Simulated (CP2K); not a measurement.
Consider trifluoroethanol at its PBE geometry (Å).

```xyz
9

O    -1.6150   -0.2618    0.1816
C    -0.4088    0.4677    0.3614
C     0.8197   -0.2955   -0.1322
F     0.6758   -0.6269   -1.4627
F     1.9513    0.4696   -0.0047
F     1.0394   -1.4535    0.5478
H    -1.7541   -0.3835   -0.7746
H    -0.2916    0.6413    1.4381
H    -0.4167    1.4425   -0.1546
```

Method: CP2K XAS_TDP, all-electron GAPW, PBEh(45%), aug-cc-pVDZ, TDA, GW2X-corrected core level, no relativity.

**Question.** Where do the C K-edge lines lie, and how strong are they?

Leading lines: C2 292.01 eV and C3 296.70 eV. The leading line of an atom is its first one with 35 % of the strongest within 2.5 eV of its lowest line over the strength cut. Core ionisation energies at this level: C2 295.09 and C3 300.32 eV.

The first six lines of each atom with a strength over 0.0015:

| atom | energy (eV) | states | strength, one atom | above the computed threshold |
| --- | --- | --- | --- | --- |
| C2 (bonded to C, O and 2 H) | 292.01 | 1 | 0.0285 |  |
|  | 293.00 | 1 | 0.0154 |  |
|  | 293.18 | 1 | 0.0252 |  |
|  | 294.13 | 1 | 0.0051 |  |
|  | 294.63 | 1 | 0.0138 |  |
|  | 294.87 | 1 | 0.0027 |  |
| C3 (bonded to C and 3 F) | 296.70 | 1 | 0.0777 |  |
|  | 297.02 | 1 | 0.0863 |  |
|  | 298.37 | 1 | 0.0209 |  |
|  | 299.12 | 1 | 0.0324 |  |
|  | 299.23 | 1 | 0.0059 |  |
|  | 299.67 | 1 | 0.0028 |  |

Lines are vertical, at one geometry, with no vibrational structure. GW2X ionisation energies and lines can be off by 1 to 2 eV either way, and a good line position may hide errors that cancel. These values hold no scalar relativity, about 0.1 eV for C 1s. Rydberg lines, and the discretised continuum above threshold, depend on the basis and the box.

[Banner, clock and machine lines of the logs are left out without a mark of their own.]

[Logs are printed without paths, hosts, clocks, repeated set-up lines and the standing remarks that a program may print on its own settings, such as how far it seeks lower states.]

[Hosts, paths, dates, database ids (printed as entryN), source tags and the programs' standing remarks are cut or masked in the printed files.]
